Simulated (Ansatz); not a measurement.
# TiRe (Pm-3m): phonons along a line and the smearing, part 2 of 2

Wanted: frequencies of TiRe (Pm-3m) solved wavevector by wavevector at several smearings. The first relaxation steps of the session are not shown, so no cell shown is the starting entry, unless a step says so.

Ansatz 0.2.0; DFT PBEsol, scalar-relativistic, plane waves, PAW.

So far. Step 2 (Relaxation): The largest force is now zero by symmetry and the largest stress component 0.0016 GPa, small enough for phonons. Step 4 (Phonons along a line: Fermi–Dirac smearing of 0.25 eV): Against step 3 (now smearing width 0.25 eV), the free energy moves by -69.0 meV an atom. The relaxed cell has a = 3.083 Å (conventional setting).

### 5. Wavevectors along a line: Fermi–Dirac smearing of 0.04 eV (continued)

Each wavevector solved by linear response. The frequency by |q| along the line:

```
|q| along the line (Å⁻¹)  mode 1 = mode 2 (cm⁻¹)  mode 3 (cm⁻¹)  mode 4 = mode 5 (cm⁻¹)  mode 6 (cm⁻¹)
                   0.000                       0              0                     278            278
                   0.127                    15.8           36.0                     277            283
                   0.382                      49            102                     260            296
                   0.637                    81.9            145                     230            312
                   0.891                     110            165                     199            333
```

Against step 3 (now smearing width 0.04 eV), the free energy moves by +10.5 meV an atom.

### 6. Phonons along a line: Methfessel–Paxton smearing of 0.2 eV

The smearing blurs the Fermi surface that screens the phonons; a Methfessel–Paxton width blurs it less than a thermal one.

input.yaml reads:

```yaml
crystal:
  lattice:
    - [3.083483524, 0.0, 0.0]
    - [0.0, 3.083483524, 0.0]
    - [0.0, 0.0, 3.083483524]
  atoms:
    - { symbol: Ti, position: [0.5, 0.5, 0.5] }
    - { symbol: Re, position: [0.0, 0.0, 0.0] }
kpoints:
  mp_grid: { grid: [16, 16, 16] }
hamiltonian:
  xc: pbesol
scf:
  occupations: { method: methfessel_paxton, width: 0.2 }
output:
  eigenvalues: true
phonons:
  method: dfpt
  qpoints:
    - [0, 0, 0]
    - [0.0, 0.0625, 0.0]
    - [0.0, 0.1875, 0.0]
    - [0.0, 0.3125, 0.0]
    - [0.0, 0.4375, 0.0]
```

Command:

```bash
> ansatz run input.yaml --threads 4 --pin off --max-ram 8192MiB --backend cpu --events-out ev --progress --plain --runs-dir out
```

Numbers of over 12 decimals in the logs are rounded to 6 here.

The program printed:

```text
[...]
Crystal: 2 atoms, lattice volume = 29.317 Å³
Basis set: ecut = 420 eV, 587 PW (Γ), exchange–correlation on 48×48×48 points (8 copies of the dense FFT grid, shifted against one another)
Bands: 18, of which v1, the nominal top of the filled ones, is band 14 counted from 1 (13 counted from 0)
Symmetry: 48 space group operations
k-points: 165 of 4096
[...]
SCF iter   1: F=—  HF=-13211.935256 eV  |F-HF|=—  |Δ(HF+E_count)|=         —  Δρ=9.23e-3  dr2=3.13e-2  ethr=1.77e-3  ⟨swp⟩=4.6  Hψ=11913  notcnv=0
[...]
SCF iter   8: F=-13211.931868 eV  HF=-13211.931868 eV  |F-HF|=0.00e0  |Δ(HF+E_count)|=  6.18e-11  S|Δr|=    0.00e0  Δρ=7.53e-8  dr2=5.65e-13  ethr=1.00e-12  ⟨swp⟩=5.9  Hψ=12197  notcnv=0
[...]
SCF 1 converged in 8 iterations: F = -13211.931868 eV  dr2 = 5.65e-13
[...]
SCF converged after 8 iterations
Stability not checked: this state was not tested for a lower state beside it, because cold or Methfessel-Paxton smearing, or corrected tetrahedra, fill the levels in a way that the test cannot read (fill_not_monotonic; see scf.lower_state_search)
Free energy (F): -13211.931868 eV
[...]
Internal energy: -13211.934508 eV  (E = F + TS)
E sigma→0 (E₀):  -13211.932528 eV
Entropy (-TS):   0.002640 eV (1.320 meV/atom)
Fermi energy:    19.453226 eV
[...]
--- Band table (eV; the first three rows and the last of 165) ---
  k-point 0: bands = [... 10 lower, 15.0892, 19.4384, 19.4384, 19.4384, 22.4791, 22.4791, 24.4621, 24.4621]
  k-point 1: bands = [... 10 lower, 15.1584, 19.4225, 19.4225, 19.4741, 22.3791, 22.5142, 24.2251, 24.2251]
  k-point 2: bands = [... 10 lower, 15.3581, 19.3796, 19.3796, 19.5802, 22.0917, 22.6151, 23.6641, 23.6641]
  k-point 164: bands = [... 10 lower, 16.8731, 18.7928, 18.7928, 18.7928, 22.6925, 22.6925, 23.4007, 23.4007]
[...]
ASR residual: 1.913e-5 → 0.000e0 eV/Å²; symmetrization residual: 1.460e-6 eV/Å²
  ASR residual per site (eV/Å²): 3.45e-6 1.91e-5
  Γ frequencies (cm⁻¹): 0.00 0.00 0.00 278.42 278.42 278.42
[...]
--- Phonons (arbitrary-q DFPT): 5 explicit q-points ---
[...]
```

Wall time 3.6 min (4 threads of Arm Neoverse V2, shared host); peak memory 1.9 GiB.

Each wavevector solved by linear response. Frequency against |q| along the line:

```
|q| along the line (Å⁻¹)  mode 1 = mode 2 (cm⁻¹)  mode 3 (cm⁻¹)  mode 4 = mode 5 (cm⁻¹)  mode 6 (cm⁻¹)
                   0.000                       0              0                     278            278
                   0.127                    15.8           36.0                     277            283
                   0.382                    48.6            102                     260            296
                   0.637                    81.8            145                     230            312
                   0.891                     111            165                     199            335
```

Against step 3 (now occupations Methfessel-Paxton and smearing width 0.2 eV), the free energy moves by +12.7 meV an atom.

### 7. Smearing and the soft branch

Lowest frequency against |q| along the line:

```
|q| along the line (Å⁻¹)  fermi dirac 0.1 eV, k 16x16x16 (cm⁻¹)  fermi dirac 0.25 eV, k 16x16x16 (cm⁻¹)  fermi dirac 0.04 eV, k 16x16x16 (cm⁻¹)  methfessel paxton 0.2 eV, k 16x16x16 (cm⁻¹)
                   0.000                                      0                                       0                                       0                                            0
                   0.127                                   16.2                                    17.1                                    15.8                                         15.8
                   0.382                                   49.3                                    51.5                                      49                                         48.6
                   0.637                                   82.4                                    86.2                                    81.9                                         81.8
                   0.891                                    112                                     116                                     110                                          111
```

### 8. Results

| Property | Result |
| --- | --- |
| phonon run of the rows without a label of their own | PBEsol, k 16×16×16 |
| lowest branch at the last solved point, Fermi–Dirac 0.1 eV | 112 cm⁻¹ at \|q\| = 0.891 Å⁻¹ |
| lowest branch at the last solved point, Fermi–Dirac 0.25 eV | 116 cm⁻¹ at \|q\| = 0.891 Å⁻¹ |
| lowest branch at the last solved point, Fermi–Dirac 0.04 eV | 110 cm⁻¹ at \|q\| = 0.891 Å⁻¹ |
| lowest branch at the last solved point, Methfessel–Paxton 0.2 eV | 111 cm⁻¹ at \|q\| = 0.891 Å⁻¹ |

**Reading.** No branch softens by more than 4 % of the top frequency as the smearing narrows, so no anomaly that hangs on the smearing shows at these points. The line holds 5 wavevectors, so a narrow dip between them would be missed. Between Fermi–Dirac 0.25 eV and Fermi–Dirac 0.04 eV the largest change, with modes counted by rank of frequency, is in mode 6 at |q| = 0.127 Å⁻¹, from 272 to 283 cm⁻¹. Where branches cross, a count by rank can hide a softening. At the narrowest width the k mesh may not resolve the Fermi surface, so part of the change can be mesh noise. Spin–orbit coupling, left out here, matters for Re.

[Logs are printed without paths, hosts, clocks, repeated set-up lines and the standing remarks that a program may print on its own settings, such as how far it seeks lower states.]

[Hosts, paths, dates, database ids (printed as entryN), source tags and the programs' standing remarks are cut or masked in the printed files.]
